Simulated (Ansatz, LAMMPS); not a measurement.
# Relaxing amorphous 88HfO2-12La2O3 (mol %) (81 atoms)

Wanted: the relaxed structure of amorphous 88HfO2-12La2O3 (mol %) (81 atoms) and its electronic structure.

Calculated with Ansatz 0.2.0; Kohn-Sham DFT, PBE, PAW (set soft_2), plane waves.

**1. Starting point**

The cell holds 81 atoms: 22 Hf, 6 La and 53 O. Cell: a = 10.595 Å, b = 10.595 Å, c = 10.595 Å, α = 90.0°, β = 90.0°, γ = 90.0°. 81 atoms (22 Zr, 6 Nd, 53 O) placed at random at 5.19 g/cm³, melted at 5000 K for 10 ps at fixed volume with the Morse and Coulomb pair potential with partial charges (Pedone, Malavasi, Menziani, Cormack and Segre, J. Phys. Chem. B 110, 11780 (2006)). Quenched from 5000 K to 300 K at 50 K/ps and fixed volume, held 5 ps, then minimised at fixed cell. Then Zr was replaced by Hf, Nd was replaced by La (the potential has no terms for the new elements, so the cell is a start for a DFT relaxation).

Limits known from the start: The quench rate of 50 K/ps is orders of magnitude faster than experiment, which tends to freeze in extra defects. The starting topology of bonds comes from the classical model. Only the Γ point is sampled in the main run, in a cell whose shortest periodic width is 11 Å. The levels lack spin–orbit coupling, which is large for the heavy elements here.

**2. Making the structure**

A classical potential supplies the starting structure, since it reaches far longer times than DFT.

This step: classical MD, Morse and Coulomb pair potential with partial charges (Pedone, Malavasi, Menziani, Cormack and Segre, J. Phys. Chem. B 110, 11780 (2006)) (LAMMPS 22 Jul 2025 - Update 4).

The input, in.lmp:

```
# melt-quench of Zr22Nd6O53
units metal
atom_style charge
boundary p p p
region box block 0 10.5952 0 10.5952 0 10.5952
create_box 3 box
mass 1 91.2240   # Zr
mass 2 144.2420   # Nd
mass 3 15.9990   # O
create_atoms 1 random 22 40971 NULL overlap 1.5 maxtry 2000
create_atoms 2 random 6 40978 NULL overlap 1.5 maxtry 2000
create_atoms 3 random 53 40985 NULL overlap 1.5 maxtry 2000
pair_style hybrid/overlay pedone 5.5 coul/long 8.0
pair_coeff * * coul/long
pair_coeff 1 3 pedone 0.206237 2.479675 2.436997 1   # Zr-O
pair_coeff 2 3 pedone 0.014580 1.825100 3.398717 3   # Nd-O
pair_coeff 3 3 pedone 0.042395 1.379316 3.618701 22   # O-O
set type 1 charge 2.4
set type 2 charge 1.8
set type 3 charge -1.2
kspace_style pppm 1.0e-4
neigh_modify delay 0 every 1 check yes
thermo_style custom step time temp pe press density
thermo_modify norm yes
timestep 0.002
thermo 100
min_style cg
minimize 1e-4 1e-4 200 2000
reset_timestep 0
velocity all create 5000 40972 mom yes dist gaussian
fix lim all nve/limit 0.05
fix lan all langevin 5000 5000 0.2 40973 zero yes
thermo 500
run 1000 post no
# [... 10 lines left out ...]
thermo 1250
fix md all nvt temp 300 300 0.2
run 2500 post no
unfix md
thermo 100
min_style cg
minimize 0 1e-3 2000 20000
write_dump all custom glass.dump id type xs ys zs modify sort id
```

On the command line:

```bash
$ lmp -in in.lmp -log none -nocite
```

Log:

```text
LAMMPS (22 Jul 2025 - Update 4)
Created orthogonal box = (0 0 0) to (10.5952 10.5952 10.5952)
Created 22 atoms
Created 6 atoms
Created 53 atoms
PPPM initialization ...
  G vector (1/distance) = 0.38502539
  grid = 12 12 12
  estimated relative force accuracy = 5.4312993e-05
   Step          Time           Temp          PotEng         Press         Density
         0   0              0              1.3842061      1170323.2      5.194009
       100   0.2            0             -14.110691      2317.3171      5.194009
Loop time of 0.0522905 s on 1 MPI rank(s) for 100 steps with 81 atoms
Minimization stats:
  Stopping criterion = energy tolerance
[... 36 lines left out ...]
     55000   110            300.67237     -14.211344     -73021.433      5.194009
     55500   111            261.3405      -14.209815     -81183.635      5.194009
Loop time of 0.751824 s on 1 MPI rank(s) for 2500 steps with 81 atoms
   Step          Time           Temp          PotEng         Press         Density
     55500   111            261.3405      -14.209815     -81183.635      5.194009
     55513   111.026        261.3405      -14.248575     -78843.635      5.194009
Loop time of 0.0217125 s on 1 MPI rank(s) for 13 steps with 81 atoms
Minimization stats:
  Stopping criterion = linesearch alpha is zero
  Energy initial, next-to-last, final =
     -14.2098148451619  -14.2485751016398  -14.2485751016398
  Force two-norm initial, final = 10.89379 0.36584581
  Iterations, force evaluations = 13 59
```

Wall time 19 s (1 thread of Arm Neoverse V2, shared host); peak memory 0.071 GiB.

**3. Single point at the start**

The forces at the start show how far the geometry lies from a minimum of this functional.

The input, input.yaml:

```yaml
crystal:
  lattice:
    - [10.5952, 0.0, 0.0]
    - [0.0, 10.5952, 0.0]
    - [0.0, 0.0, 10.5952]
  atoms:
    - { symbol: Hf, position: [0.59327, 0.16928, 0.1339] }
    - { symbol: Hf, position: [0.80766, 0.02655, 0.33285] }
    - { symbol: Hf, position: [0.32261, 0.11827, 0.93248] }
    - { symbol: Hf, position: [0.55315, 0.62885, 0.18116] }
    - { symbol: Hf, position: [0.67803, 0.45034, 0.41964] }
    - { symbol: Hf, position: [0.07524, 0.95662, 0.14617] }
    - { symbol: Hf, position: [0.0169, 0.95698, 0.78394] }
    - { symbol: Hf, position: [0.85362, 0.25967, 0.62908] }
    - { symbol: Hf, position: [0.83647, 0.3648, 0.14709] }
    - { symbol: Hf, position: [0.36102, 0.91965, 0.68386] }
    - { symbol: Hf, position: [0.7203, 0.7663, 0.64384] }
    - { symbol: Hf, position: [0.54155, 0.23342, 0.67613] }
    - { symbol: Hf, position: [0.83406, 0.14331, 0.94028] }
    - { symbol: Hf, position: [0.22641, 0.68968, 0.93238] }
    - { symbol: Hf, position: [0.3713, 0.43102, 0.98651] }
    - { symbol: Hf, position: [0.70071, 0.46435, 0.88681] }
    - { symbol: Hf, position: [0.42205, 0.97723, 0.29255] }
    - { symbol: Hf, position: [0.07494, 0.38797, 0.7978] }
    - { symbol: Hf, position: [0.07194, 0.43977, 0.45983] }
    - { symbol: Hf, position: [0.36429, 0.34967, 0.3503] }
    - { symbol: Hf, position: [0.08852, 0.71396, 0.61222] }
    - { symbol: Hf, position: [0.11467, 0.26165, 0.17789] }
    - { symbol: La, position: [0.86027, 0.73294, 0.96753] }
    - { symbol: La, position: [0.24658, 0.69051, 0.28081] }
    - { symbol: La, position: [0.86438, 0.71382, 0.37167] }
    - { symbol: La, position: [0.5593, 0.87908, 0.92755] }
    - { symbol: La, position: [0.41888, 0.55755, 0.63172] }
    - { symbol: La, position: [0.12102, 0.0913, 0.4796] }
    - { symbol: O, position: [0.18333, 0.10826, 0.07092] }
    - { symbol: O, position: [0.0325, 0.10382, 0.26998] }
    - { symbol: O, position: [0.96228, 0.98175, 0.97884] }
    - { symbol: O, position: [0.71548, 0.18011, 0.75539] }
    - { symbol: O, position: [0.26155, 0.50364, 0.42107] }
    - { symbol: O, position: [0.22704, 0.92308, 0.27503] }
    - { symbol: O, position: [0.55631, 0.50034, 0.02852] }
    - { symbol: O, position: [0.67101, 0.04827, 0.99012] }
    - { symbol: O, position: [0.80762, 0.15005, 0.1696] }
    - { symbol: O, position: [0.6324, 0.60393, 0.54218] }
    - { symbol: O, position: [0.35085, 0.83274, 0.8706] }
    - { symbol: O, position: [0.34276, 0.55925, 0.83762] }
    - { symbol: O, position: [0.05356, 0.29629, 0.60898] }
    - { symbol: O, position: [0.41966, 0.31968, 0.54217] }
    - { symbol: O, position: [0.2834, 0.74955, 0.61369] }
    - { symbol: O, position: [0.54732, 0.84804, 0.6931] }
    - { symbol: O, position: [0.45477, 0.24952, 0.0069] }
    - { symbol: O, position: [0.87096, 0.39497, 0.78105] }
    - { symbol: O, position: [0.83298, 0.87832, 0.77581] }
    - { symbol: O, position: [0.61795, 0.02439, 0.27796] }
    - { symbol: O, position: [0.18075, 0.27803, 0.37339] }
    - { symbol: O, position: [0.24233, 0.30131, 0.87665] }
    - { symbol: O, position: [0.27828, 0.37237, 0.15892] }
    - { symbol: O, position: [0.49856, 0.49126, 0.32145] }
    - { symbol: O, position: [0.65595, 0.7532, 0.06986] }
    - { symbol: O, position: [0.1243, 0.77961, 0.07685] }
    - { symbol: O, position: [0.0671, 0.64925, 0.4179] }
    - { symbol: O, position: [0.89555, 0.69479, 0.59532] }
    - { symbol: O, position: [0.99638, 0.40087, 0.25803] }
    - { symbol: O, position: [0.11479, 0.52546, 0.93348] }
    - { symbol: O, position: [0.43842, 0.09255, 0.76686] }
    - { symbol: O, position: [0.6726, 0.30094, 0.54642] }
    - { symbol: O, position: [0.45691, 0.778, 0.27587] }
    - { symbol: O, position: [0.95429, 0.14355, 0.78019] }
    - { symbol: O, position: [0.55152, 0.40086, 0.77446] }
    - { symbol: O, position: [0.91633, 0.8828, 0.24442] }
    - { symbol: O, position: [0.75596, 0.87683, 0.46938] }
    - { symbol: O, position: [0.20646, 0.02059, 0.79265] }
    - { symbol: O, position: [0.97609, 0.27432, 0.03048] }
    - { symbol: O, position: [0.7081, 0.646, 0.80837] }
    - { symbol: O, position: [0.36227, 0.9972, 0.4973] }
    - { symbol: O, position: [0.87916, 0.1268, 0.48537] }
    - { symbol: O, position: [0.42743, 0.00944, 0.08148] }
    - { symbol: O, position: [0.72616, 0.58275, 0.27991] }
    - { symbol: O, position: [0.67922, 0.32693, 0.2604] }
    - { symbol: O, position: [0.06891, 0.91253, 0.59635] }
    - { symbol: O, position: [0.08493, 0.76846, 0.80831] }
    - { symbol: O, position: [0.11189, 0.52294, 0.65022] }
    - { symbol: O, position: [0.347, 0.61848, 0.0861] }
    - { symbol: O, position: [0.43302, 0.18197, 0.27671] }
    - { symbol: O, position: [0.72192, 0.29867, 0.99822] }
    - { symbol: O, position: [0.87187, 0.42564, 0.4816] }
    - { symbol: O, position: [0.82989, 0.52255, 0.0291] }
kpoints:
  mp_grid: { grid: [1, 1, 1] }
hamiltonian:
  xc: pbe
scf:
  occupations: { method: fermi_dirac, width: 0.025 }
output:
  forces: true
```

On the command line:

```bash
$ ansatz run input.yaml --threads 4 --pin off --max-ram 8192MiB --backend cpu --events-out ev --progress --plain --runs-dir out
```

Log:

```text
Engine: ansatz 0.2.0, aarch64-unknown-linux-gnu
Pseudopotentials: kind: paw
Pseudopotential: Hf, paw, valence charge 26, recommended cutoff 420 eV (normal), Hf.paw.azcp
Pseudopotential: La, paw, valence charge 11, recommended cutoff 420 eV (normal), La.paw.azcp
Pseudopotential: O, paw, valence charge 6, recommended cutoff 420 eV (normal), O.paw.azcp
[... 5 lines on functional and potentials left out ...]
Crystal: 81 atoms, lattice volume = 1189.399 Å³
Basis set: ecut = 420 eV, 23127 PW (Γ), exchange–correlation on 144×144×144 points (8 copies of the dense FFT grid, shifted against one another)
Bands: 559, of which v1, the nominal top of the filled ones, is band 478 counted from 1 (477 counted from 0)
Symmetry: 1 space group operations
Space group: P1 (ITA 1), of the structure as read, at distance tolerance 1.1e-4 Å
k-points: 1
[... 7 lines on functional and potentials left out ...]
Initial density: superposition of atomic densities (neutral atoms: chi_scale 0, normalization atom), corrected by the library's trained network
Initial wavefunctions: pseudopotential atomic-orbital guess
Functional: x = pbe(κ = 0.804, μ = 0.219515), c = pbe(β = 0.066725)
SCF iter   1: F=—  HF=-413580.349337 eV  |F-HF|=—  |Δ(HF+E_count)|=         —  Δρ=3.66e-3  dr2=2.33e-1  ethr=1.77e-3  ⟨swp⟩=5.0  Hψ=1825  notcnv=0  defer=20
preconditioner: auto → Resta (q_TF=auto, 2.631 Å⁻¹)  ε∞=5.0  [insulator: Δε(μ)=3.757 eV  Ē_g=16.171 eV  σ=0.025 eV  W_gap=1.00  n_scr=364 (ndim 8)  ℏωp=32.5 eV  f_vac=0.124  D(μ)=0.00/eV (n_scr^D=0)  ε∞_Penn≈5.0]
SCF iter   2: F=—  HF=-413580.324697 eV  |F-HF|=—  |Δ(HF+E_count)|=   2.46e-2  Δρ=1.88e-3  dr2=5.10e-2  ethr=2.43e-5  ⟨swp⟩=2.0  Hψ=1038  notcnv=0  defer=70
SCF iter   3: F=—  HF=-413580.323301 eV  |F-HF|=—  |Δ(HF+E_count)|=   1.40e-3  Δρ=8.62e-4  dr2=1.42e-2  ethr=5.34e-6  ⟨swp⟩=6.0  Hψ=861  notcnv=0  defer=66
automatic band count: iteration 3 solves 554 bands in place of 559: the levels show a gap, and the empty bands left out lie too high to hold charge; the band table lists the bands solved (type scf.n_extra_bands for more)
SCF iter   4: F=—  HF=-413580.322353 eV  |F-HF|=—  |Δ(HF+E_count)|=   9.48e-4  Δρ=2.84e-4  dr2=1.20e-3  ethr=1.49e-6  ⟨swp⟩=3.0  Hψ=987  notcnv=0  defer=61
SCF iter   5: F=—  HF=-413580.322670 eV  |F-HF|=—  |Δ(HF+E_count)|=   3.17e-4  Δρ=1.89e-4  dr2=4.42e-4  ethr=1.26e-7  ⟨swp⟩=2.0  Hψ=986  notcnv=0  defer=61
SCF iter   6: F=—  HF=-413580.322663 eV  |F-HF|=—  |Δ(HF+E_count)|=   7.50e-6  Δρ=5.47e-5  dr2=4.79e-5  ethr=4.63e-8  ⟨swp⟩=2.0  Hψ=971  notcnv=0  defer=61
SCF iter   7: F=—  HF=-413580.324620 eV  |F-HF|=—  |Δ(HF+E_count)|=   1.96e-3  Δρ=3.54e-5  dr2=1.79e-5  ethr=5.01e-9  ⟨swp⟩=2.0  Hψ=967  notcnv=0  defer=61
SCF iter   8: F=—  HF=-413580.324628 eV  |F-HF|=—  |Δ(HF+E_count)|=   8.31e-6  Δρ=1.85e-5  dr2=4.75e-6  ethr=1.87e-9  ⟨swp⟩=2.0  Hψ=971  notcnv=0  defer=61
SCF iter   9: F=—  HF=-413580.324630 eV  |F-HF|=—  |Δ(HF+E_count)|=   2.32e-6  Δρ=5.25e-6  dr2=5.35e-7  ethr=4.97e-10  ⟨swp⟩=2.0  Hψ=832  notcnv=0  defer=61
SCF iter  10: F=—  HF=-413580.324631 eV  |F-HF|=—  |Δ(HF+E_count)|=   6.33e-7  Δρ=5.08e-6  dr2=3.15e-7  ethr=5.60e-11  ⟨swp⟩=2.0  Hψ=970  notcnv=0  defer=61
SCF iter  11: F=-413580.324631 eV  HF=-413580.324631 eV  |F-HF|=1.73e-8  |Δ(HF+E_count)|=   5.18e-8  Δρ=1.65e-6  dr2=4.07e-8  ethr=1.05e-11  ⟨swp⟩=3.0  Hψ=1934  notcnv=0
SCF 1 converged in 11 iterations: F = -413580.324631 eV  dr2 = 4.07e-8
  greatest PAW one-centre occupation: 0.999 electrons in one spin orbital (limit 2), on the Hf atom at site 15 (counted from 0), in its partial waves of l = 0
SCF converged after 11 iterations
Free energy (F): -413580.324631 eV
Harris-Foulkes:  -413580.324631 eV  (|F-HF|=1.73e-8)
Internal energy: -413580.324631 eV  (E = F + TS)
E sigma→0 (E₀):  -413580.324631 eV
Fermi energy:    12.198627 eV
--- Per-component energies (eV) ---
  E_band       = -3261.347068
  E_kinetic    = 19565.695315
  E_local      = -178606.532486  (includes V_loc(G=0)·N_el)
  E_nonlocal   = -24241.826071
  E_hartree    = 81292.103079
  E_xc         = -11312.439038
  E_vxc        = -11683.575428  (∫ρ·V_xc dr)
  E_paw        = -193249.114613  (= ΣΔE_a)
  E_vpaw       = 29120.554422  (= ΣTr[D̂ρ^β])
  E_aug_tail   = 0.129619  (compensation charges beyond the density's cutoff)
  E_ewald      = -107028.340435
  E_smearing   = -0.000000  (= −TS)
  E_closure    = -0.000000  (closes the sum)
  Σ components = -413580.324631   (vs F -413580.324631, Δ=0.00e0)
--- Forces (eV/Å), atoms counted from 1 ---
  atom   1  Hf     0.27941233    -0.21934297     0.19700790
  atom   2  Hf    -0.15413614     0.60498786     0.09129643
  atom   3  Hf    -0.55846435     0.59434760     0.62147998
  atom   4  Hf     0.50914132     0.06328882    -0.41756537
  atom   5  Hf     0.13569271    -0.45523850     0.42023262
  atom   6  Hf     0.54003958     0.26695863    -0.21266649
  atom   7  Hf     0.36567517     0.33844501    -0.36627618
  atom   8  Hf    -1.04234098    -0.18187898    -0.50393753
  atom   9  Hf    -0.01480755     0.23754233     0.36521532
  atom  10  Hf    -0.11733777    -0.37423925    -1.02433186
  atom  11  Hf     0.67275648     0.15334246    -0.04269680
  atom  12  Hf     0.85094970     1.64301100     0.47670763
  atom  13  Hf    -0.41604913     0.13686731     0.02617386
  atom  14  Hf    -0.15061990     0.20996548    -0.14097716
[...]
atom  80  O      0.02239269     0.41768663    -0.21656298
  atom  81  O     -0.35061512     0.07333027    -0.11901514
  max |Σ_I F_I| component: 1.75e-4 eV/Å
```

Wall time 23 s (4 threads of Arm Neoverse V2, shared host); peak memory 1.9 GiB; 86 s of CPU time.

The column dr2 measures how far the density is from self-consistency, as an energy; F and HF (Harris–Foulkes) agree once it is small.

The run gave:

- free energy: -413580.3246 eV
- free energy per atom: -5105.9299 eV/atom
- SCF cycles: 11
- r.m.s. force component: 0.3619 eV/Å
- longest force: 1.911 eV/Å
- Fermi energy: 12.2 eV

The r.m.s. force component of 0.36 eV/Å sets the starting point.

Length of the force by element and coordination:

```csv
element,coordination,atoms,mean length of the force (eV/Å),spread,least,most
Hf,all,22,0.743,0.388,0.294,1.91
La,all,6,0.429,0.137,0.242,0.600
O,all,53,0.469,0.256,0.112,1.20
```

(Part 1 of 4 ends here.)

[Long decimals in the printed logs are rounded to 6 places.]

[Logs are printed without paths, hosts, clocks, repeated set-up lines and the standing remarks that a program may print on its own settings, such as how far it seeks lower states.]

[Hosts, paths, dates, database ids (printed as entryN), source tags and the programs' standing remarks are cut or masked in the printed files.]

[A walk said to have stopped at its limit may instead have ended on an SCF cycle that didn't converge.]
